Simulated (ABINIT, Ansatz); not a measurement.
# CaAgF3 (Pm-3m): zone-centre phonons, part 2 of 3

Aim: the zone-centre modes of CaAgF3 (Pm-3m).

ABINIT 10.8.3; DFT PBE, scalar-relativistic, plane waves, SPMS norm-conserving pseudopotentials.

So far. Step 4 (Relaxing the cell and atoms): The volume changes by +0.0 % in this run and stands -9.8 % from the first cell. The relaxed cell has a = 4.412 Å (conventional setting).

The structure was built from a prototype and need not be the compound's stable phase.

## Step 7: Linear response at Γ

The derivative of the wavefunctions by k comes first, since the response to a field is built on it; then the field and the displacements that symmetry doesn't supply are solved at q = 0.

It reads the wavefunctions written in step 5.

dfpt_gamma.abi

```
ndtset 2

# common to the responses
getwfk_filepath "gso_WFK"
kptopt 2
nqpt 1
qpt 0.0 0.0 0.0
asr 0
chneut 0

# d/dk
rfelfd1 2
rfdir1 1 1 1
iscf1 -3
tolwfr1 1.0d-20

# displacements, field
rfphon2 1
rfatpol2 1 5
rfdir2 1 1 1
rfelfd2 3
getddk2 1
tolvrs2 1.0d-10
prtwf2 0

# basis, mesh and filling
ecut 40.0
ngkpt 4 4 4
nshiftk 1
shiftk 0.0 0.0 0.0
istwfk *1
occopt 1
nband 25
nstep 100
diemac 9.0
prtebands 0
prtgsr 0
useylm 1

# cell and atoms
acell 3*1.0 Angstrom
rprim 
    4.411757367 0.0 0.0
    0.0 4.411757367 0.0
    0.0 0.0 4.411757367
ntypat 3
znucl 47 20 9
natom 5
typat 1 2 3 3 3
xred 
    0.0 0.0 0.0
    0.5 0.5 0.5
    0.5 0.5 0.0
    0.5 0.0 0.5
    0.0 0.5 0.5
pp_dirpath "./pseudo"
pseudos "Ag.psp8, Ca.psp8, F.psp8"
```

Launch:

```console
$ OMP_NUM_THREADS=1 mpirun -n 4 abinit dfpt_gamma.abi > dfpt_gamma.log
```

Numbers of over 12 decimals in the logs are rounded to 6 here.

dfpt_gamma.abo, the main output file:

```text
[banners, grids, parts of the stress and lines that vanish by symmetry left out]
- input  file    -> dfpt_gamma.abi
- output file    -> dfpt_gamma.abo
- root for input  files -> dfpt_gammai
[...]
DATASET    1 : space group Pm -3 m (#221); Bravais cP (primitive cubic)
[...]
nfft =      110592          nkpt =          36
[...]
DATASET    2 : space group Pm -3 m (#221); Bravais cP (primitive cubic)
[...]
nfft =      110592          nkpt =          36
[...]
== DATASET  1 ==================================================================
[...]
cutoff_energies: {ecut:  40.0, pawecutdg:  -1.0, }
[...]
Exchange-correlation functional for the present dataset will be:
  GGA: Perdew-Burke-Ernzerhof functional - ixc=11
[...]
-  9.00000   7.00000    211015                znucl, zion, pspdat
[...]
Perturbation : derivative vs k along direction   1
[...]
-ETOT  1  -29.560872498573     -2.956E+01 1.075E-01 0.000E+00
 ETOT  2  -29.667523779699     -1.067E-01 1.207E-02 0.000E+00
 ETOT  3  -29.670186334709     -2.663E-03 4.800E-04 0.000E+00
 ETOT  4  -29.670310189279     -1.239E-04 7.744E-05 0.000E+00
 ETOT  5  -29.670317863377     -7.674E-06 2.816E-06 0.000E+00
[...]
At SCF step   20   max residual=  9.95E-21 < tolwfr=  1.00E-20 =>converged.
[...]
Perturbation : derivative vs k along direction   2
[...]
-ETOT  1  -29.560128532597     -2.956E+01 1.075E-01 0.000E+00
[...]
At SCF step   20   max residual=  9.95E-21 < tolwfr=  1.00E-20 =>converged.
[...]
Perturbation : derivative vs k along direction   3
[...]
-ETOT  1  -29.560872334805     -2.956E+01 1.075E-01 0.000E+00
[...]
At SCF step   20   max residual=  9.95E-21 < tolwfr=  1.00E-20 =>converged.
[...]
1        1       0.4633918272   -0.0000000000
     1        2       0.0000000000    0.0000000000
     1        3       0.0000000000    0.0000000000
     2        1       0.0000000000    0.0000000000
     2        2       0.4633918272   -0.0000000000
     2        3       0.0000000000    0.0000000000
     3        1       0.0000000000    0.0000000000
     3        2       0.0000000000    0.0000000000
     3        3       0.4633918272   -0.0000000000
[...]
== DATASET  2 ==================================================================
[...]
cutoff_energies: {ecut:  40.0, pawecutdg:  -1.0, }
[...]
Exchange-correlation functional for the present dataset will be:
  GGA: Perdew-Burke-Ernzerhof functional - ixc=11
[...]
Perturbation : displacement of atom   1   along direction   1
[...]
-ETOT  1   6.186625     -9.286E+03 1.347E+01 2.318E+03
[...]
At SCF step   13       vres2   =  9.43E-13 < tolvrs=  1.00E-10 =>converged.
[...]
Perturbation : displacement of atom   2   along direction   1
[...]
-ETOT  1   9.565173     -1.925E+03 3.881E+00 1.123E+04
[...]
At SCF step   11       vres2   =  9.83E-11 < tolvrs=  1.00E-10 =>converged.
[...]
Perturbation : displacement of atom   3   along direction   1
[...]
-ETOT  1   4.703081     -5.865E+03 1.680E+01 2.917E+03
[...]
At SCF step   13       vres2   =  9.03E-11 < tolvrs=  1.00E-10 =>converged.
[...]
Perturbation : displacement of atom   3   along direction   3
[...]
-ETOT  1   12.822807702966     -5.911E+03 1.829E+01 3.962E+03
[...]
At SCF step   11       vres2   =  5.13E-11 < tolvrs=  1.00E-10 =>converged.
[...]
Perturbation : homogeneous electric field along direction   1
[...]
-ETOT  1  -41.052073713031     -4.105E+01 1.720E+00 8.144E+03
[...]
ETOT 11  -44.130848585468     -6.469E-11 4.737E-11 2.403E-10
 ETOT 12  -44.130848585475     -6.473E-12 3.137E-12 5.870E-11
 At SCF step   12       vres2   =  5.87E-11 < tolvrs=  1.00E-10 =>converged.
[...]
Dielectric tensor, in cartesian coordinates,
[...]
1    7   1    7         2.6849301534        -0.0000000000
   1    7   2    7        -0.0000000000        -0.0000000000
   1    7   3    7        -0.0000000000        -0.0000000000
   2    7   1    7        -0.0000000000        -0.0000000000
   2    7   2    7         2.6849301534        -0.0000000000
   2    7   3    7        -0.0000000000        -0.0000000000
   3    7   1    7        -0.0000000000        -0.0000000000
   3    7   2    7        -0.0000000000        -0.0000000000
   3    7   3    7         2.6849301534        -0.0000000000
  Effective charges, in cartesian coordinates,
[...]
1    1   1    7         1.4907900334         0.0000000000
   2    1   1    7         0.0000000000         0.0000000000
   3    1   1    7         0.0000000000         0.0000000000
   1    2   1    7         2.3488832041         0.0000000000
   2    2   1    7         0.0000000000         0.0000000000
[...]
Effective charges, in cartesian coordinates,
[...]
2    7   1    5         0.0000000000         0.0000000000
   3    7   1    5         0.0000000000         0.0000000000
   1    7   2    5         0.0000000000         0.0000000000
   2    7   2    5        -1.0954122657         0.0000000000
   3    7   2    5         0.0000000000         0.0000000000
   1    7   3    5         0.0000000000         0.0000000000
   2    7   3    5         0.0000000000         0.0000000000
   3    7   3    5        -1.0954122657         0.0000000000
  Phonon wavevector (reduced coordinates) :  0.00000  0.00000  0.00000
 Phonon energies in Hartree :
[...]
Phonon frequencies in cm-1    :
- -9.630030E+01 -9.630030E+01 -9.630030E+01 -9.197309E+01 -9.197309E+01
- -9.197309E+01  4.346002E+00  4.346002E+00  4.346002E+00  1.533140E+02
-  1.533140E+02  1.533140E+02  4.422125E+02  4.422125E+02  4.422125E+02
  Phonon at Gamma, with non-analyticity in the
[...]
Phonon energies in Hartree :
[...]
Phonon frequencies in cm-1    :
- -9.630030E+01 -9.630030E+01 -9.197309E+01 -9.197309E+01 -9.197309E+01
-  4.024503E+00  4.346002E+00  4.346002E+00  5.287282E+01  1.533140E+02
-  1.533140E+02  2.056416E+02  4.422125E+02  4.422125E+02  5.061499E+02
  Phonon at Gamma, with non-analyticity in the
[...]
Phonon energies in Hartree :
[...]
Phonon frequencies in cm-1    :
- -9.630030E+01 -9.630030E+01 -9.197309E+01 -9.197309E+01 -9.197309E+01
-  4.024503E+00  4.346002E+00  4.346002E+00  5.287282E+01  1.533140E+02
-  1.533140E+02  2.056416E+02  4.422125E+02  4.422125E+02  5.061499E+02
  Phonon at Gamma, with non-analyticity in the
[...]
Phonon energies in Hartree :
[...]
Phonon frequencies in cm-1    :
- -9.630030E+01 -9.630030E+01 -9.197309E+01 -9.197309E+01 -9.197309E+01
-  4.024503E+00  4.346002E+00  4.346002E+00  5.287282E+01  1.533140E+02
-  1.533140E+02  2.056416E+02  4.422125E+02  4.422125E+02  5.061499E+02
[...]
fcart2     0.0000000000E+00  0.0000000000E+00  0.0000000000E+00
           strten2     0.0000000000E+00  0.0000000000E+00  0.0000000000E+00
================================================================================
```

Run time: 7.6 min. Hardware: 4 MPI ranks of Arm Neoverse V1, shared host; 30 min of CPU time.

This step gave:

```
miss of the charge sum rule                                       : 0.005518 e
largest acoustic frequency at the zone centre before the sum rule : 4.35 cm⁻¹
highest optical zone-centre mode (no LO-TO term)                  : 442.2 cm⁻¹
lowest optical zone-centre mode                                   : -96.3 cm⁻¹
mean high-frequency dielectric constant                           : 2.685
largest Born charge in size (third of the trace)                  : 2.349 e
```

Born charge (rows field, columns displacement), before the sum rule (e), principal values of the symmetric part by kind of site:

```csv
atom,atoms with these values,low,middle,high,mean
Ag1,1,1.49,1.49,1.49,1.49
Ca2,1,2.35,2.35,2.35,2.35
F3,3,-1.65,-1.10,-1.10,-1.28
```

In full for Ca2:

```
2.35 0.00 0.00
0.00 2.35 0.00
0.00 0.00 2.35
```

High-frequency dielectric tensor:

```
2.68 0.00 0.00
0.00 2.68 0.00
0.00 0.00 2.68
```

The acoustic modes at Γ come out as far as 4.3 cm⁻¹ from zero, where they should vanish, a small numerical error; the Born charges miss their sum rule by 0.0055 e, which is good. The lowest optical mode is imaginary, 96i cm⁻¹, an instability at this level and on this k mesh.

## Step 8: Zone-centre analysis

anaddb reads the merged derivatives, imposes the acoustic sum rule and charge neutrality, and adds the LO-TO term along chosen directions.

anaddb.abi

```
ddb_filepath "gamma_DDB"
output_file "anaddb.abo"
outdata_prefix "anaddb"
asr 1
chneut 1
enunit 2
eivec 1
nph1l 1
qph1l 0.0 0.0 0.0 1.0
dieflag 2
nph2l 3
qph2l 
    1.0 0.0 0.0 0.0
    0.0 0.0 1.0 0.0
    1.0 1.0 1.0 0.0
```

mrgddb.in

```
gamma_DDB
merged
2
dfpt_gammao_DS2_DDB
gso_DDB
```

Launch:

```console
$ mrgddb < mrgddb.in > mrgddb.log
$ OMP_NUM_THREADS=1 anaddb anaddb.abi > anaddb.log
```

anaddb.abo, the main output file:

```text
[banners, grids, parts of the stress and lines that vanish by symmetry left out]
-outvars_anaddb: echo values of input variables ----------------------

 Flags :
[...]
Dielectric Tensor and Effective Charges
[...]
Effective charge tensors after
[...]
Phonon wavevector (reduced coordinates) :  0.00000  0.00000  0.00000
 Phonon energies in Hartree :
[...]
Phonon energies in meV     :
- -1.195775E+01 -1.195775E+01 -1.195775E+01 -1.145311E+01 -1.145311E+01
- -1.145311E+01  0.000000E+00  0.000000E+00  0.000000E+00  1.897749E+01
-  1.897749E+01  1.897749E+01  5.480474E+01  5.480474E+01  5.480474E+01
 Phonon frequencies in cm-1    :
- -9.644576E+01 -9.644576E+01 -9.644576E+01 -9.237556E+01 -9.237556E+01
- -9.237556E+01  0.000000E+00  0.000000E+00  0.000000E+00  1.530638E+02
-  1.530638E+02  1.530638E+02  4.420300E+02  4.420300E+02  4.420300E+02
 Phonon frequencies in Thz     :
- -2.891371E+00 -2.891371E+00 -2.891371E+00 -2.769350E+00 -2.769350E+00
- -2.769350E+00  0.000000E+00  0.000000E+00  0.000000E+00  4.588737E+00
-  4.588737E+00  4.588737E+00  1.325173E+01  1.325173E+01  1.325173E+01
 Phonon energies in Kelvin  :
- -1.387639E+02 -1.387639E+02 -1.387639E+02 -1.329078E+02 -1.329078E+02
- -1.329078E+02  0.000000E+00  0.000000E+00  0.000000E+00  2.202246E+02
-  2.202246E+02  2.202246E+02  6.359826E+02  6.359826E+02  6.359826E+02
[...]
-  1  0.00000000E+00  0.00000000E+00  1.43041287E-03
-     0.00000000E+00  0.00000000E+00  0.00000000E+00
-  2  0.00000000E+00  0.00000000E+00 -7.80125963E-04
-     0.00000000E+00  0.00000000E+00  0.00000000E+00
-  3  0.00000000E+00  0.00000000E+00 -1.00529831E-03
-     0.00000000E+00  0.00000000E+00  0.00000000E+00
-  4  0.00000000E+00  0.00000000E+00 -2.73527226E-03
-     0.00000000E+00  0.00000000E+00  0.00000000E+00
-  5  0.00000000E+00  0.00000000E+00 -2.73527226E-03
-     0.00000000E+00  0.00000000E+00  0.00000000E+00
[...]
-  1  0.00000000E+00  1.43041287E-03  0.00000000E+00
-     0.00000000E+00  0.00000000E+00  0.00000000E+00
-  2  0.00000000E+00 -7.80125963E-04  0.00000000E+00
-     0.00000000E+00  0.00000000E+00  0.00000000E+00
-  3  0.00000000E+00 -2.73527226E-03  0.00000000E+00
-     0.00000000E+00  0.00000000E+00  0.00000000E+00
-  4  0.00000000E+00 -1.00529831E-03  0.00000000E+00
-     0.00000000E+00  0.00000000E+00  0.00000000E+00
-  5  0.00000000E+00 -2.73527226E-03  0.00000000E+00
-     0.00000000E+00  0.00000000E+00  0.00000000E+00
[...]
-  1  1.43041287E-03  0.00000000E+00  0.00000000E+00
-     0.00000000E+00  0.00000000E+00  0.00000000E+00
-  2 -7.80125963E-04  0.00000000E+00  0.00000000E+00
-     0.00000000E+00  0.00000000E+00  0.00000000E+00
-  3 -2.73527226E-03  0.00000000E+00  0.00000000E+00
-     0.00000000E+00  0.00000000E+00  0.00000000E+00
-  4 -2.73527226E-03  0.00000000E+00  0.00000000E+00
-     0.00000000E+00  0.00000000E+00  0.00000000E+00
[...]
Phonon at Gamma, with non-analyticity in the
[...]
Phonon energies in Hartree :
[...]
Phonon energies in meV     :
- -1.195775E+01 -1.195775E+01 -1.145311E+01 -1.145311E+01 -1.145311E+01
-  0.000000E+00  0.000000E+00  0.000000E+00  6.509730E+00  1.897749E+01
[...]
Phonon frequencies in cm-1    :
[...]
Phonon frequencies in Thz     :
[...]
Phonon energies in Kelvin  :
[...]
-  0.000000E+00  0.000000E+00  0.000000E+00  7.554228E+01  2.202246E+02
-  2.202246E+02  2.955028E+02  6.359826E+02  6.359826E+02  7.279729E+02
[...]
-  5  0.00000000E+00  0.00000000E+00 -3.79967456E-03
-     0.00000000E+00  0.00000000E+00  0.00000000E+00
[...]
-  1  0.00000000E+00  0.00000000E+00  0.00000000E+00
-     0.00000000E+00  0.00000000E+00  0.00000000E+00
-  2  0.00000000E+00  0.00000000E+00  0.00000000E+00
-     0.00000000E+00  0.00000000E+00  0.00000000E+00
-  3  0.00000000E+00 -3.79967456E-03  0.00000000E+00
-     0.00000000E+00  0.00000000E+00  0.00000000E+00
-  4  0.00000000E+00  0.00000000E+00  0.00000000E+00
-     0.00000000E+00  0.00000000E+00  0.00000000E+00
-  5  0.00000000E+00  3.79967456E-03  0.00000000E+00
-     0.00000000E+00  0.00000000E+00  0.00000000E+00
[...]
Phonon at Gamma, with non-analyticity in the
[...]
Phonon energies in Hartree :
[...]
Phonon energies in meV     :
- -1.195775E+01 -1.195775E+01 -1.145311E+01 -1.145311E+01 -1.145311E+01
-  0.000000E+00  0.000000E+00  0.000000E+00  6.509730E+00  1.897749E+01
-  1.897749E+01  2.546446E+01  5.480474E+01  5.480474E+01  6.273185E+01
 Phonon frequencies in cm-1    :
- -9.644576E+01 -9.644576E+01 -9.237556E+01 -9.237556E+01 -9.237556E+01
[...]
Phonon frequencies in Thz     :
[...]
Phonon energies in Kelvin  :
[...]
Phonon at Gamma, with non-analyticity in the
[...]
Phonon energies in Hartree :
[...]
Phonon energies in meV     :
[...]
Phonon frequencies in cm-1    :
[...]
Phonon frequencies in Thz     :
[...]
Phonon energies in Kelvin  :
[...]
-  0.000000E+00  0.000000E+00  0.000000E+00  7.554228E+01  2.202246E+02
-  2.202246E+02  2.955028E+02  6.359826E+02  6.359826E+02  7.279729E+02
[...]
-  4  2.31807081E-04  2.38942304E-03 -8.23540985E-05
-     0.00000000E+00  0.00000000E+00  0.00000000E+00
-  5 -3.70608316E-03 -1.49452982E-04 -8.23540985E-05
-     0.00000000E+00  0.00000000E+00  0.00000000E+00
[...]
;  5 -2.52184263E-03 -2.51991760E-04 -2.51991760E-04
;     0.00000000E+00  0.00000000E+00  0.00000000E+00
-
```

Elapsed: 0.51 s, on 1 thread.

This step gave:

- highest optical zone-centre mode (no LO-TO term): 442.0 cm⁻¹
- lowest optical zone-centre mode: -96.45 cm⁻¹
- highest mode moved by the LO-TO term: 506.0 cm⁻¹

No LO-TO term; unit eigenvectors of the mass-weighted matrix, from anaddb's displacements. Modes at Γ, with each element's share of the kinetic energy (negative means imaginary):

```csv
mode,frequency (cm⁻¹),symmetry,Ag %,Ca %,F %
1,-96.4,T1u,40,4,55
2,-96.4,T1u,40,4,55
3,-96.4,T1u,40,4,55
4,-92.4,T2u,0,0,100
5,-92.4,T2u,0,0,100
6,-92.4,T2u,0,0,100
7,0.0,acoustic,53,20,28
8,0.0,acoustic,53,20,28
9,0.0,acoustic,53,20,28
10,153.1,T1u,7,50,43
11,153.1,T1u,7,50,43
12,153.1,T1u,7,50,43
13,442.0,T1u,0,26,74
14,442.0,T1u,0,26,74
15,442.0,T1u,0,26,74
```

Displacements in mode 1 (-96.4 cm⁻¹), the largest set to 1:
```
Ag1  0.00  0.00  0.52
Ca2  0.00  0.00 -0.29
F3   0.00  0.00 -0.37
F4   0.00  0.00 -1.00
F5   0.00  0.00 -1.00
```

Displacements in mode 13 (442.0 cm⁻¹), the largest set to 1:
```
Ag1  0.00  0.00  0.00
Ca2  0.00  0.00 -0.41
F3   0.00  0.00  1.00
F4   0.00  0.00 -0.06
F5   0.00  0.00 -0.06
```

With imaginary modes the relaxed-ion tensors have no meaning and are not tabulated.

The rule also moves an optical mode by 0.4 cm⁻¹.

(Part 2 of 3 ends here.)

[Host names and launcher messages were left out of these logs when they were recorded.]

[Logs are printed without paths, hosts, clocks, repeated set-up lines and the standing remarks that a program may print on its own settings, such as how far it seeks lower states.]

[Hosts, paths, dates, database ids (printed as entryN), source tags and the programs' standing remarks are cut or masked in the printed files.]
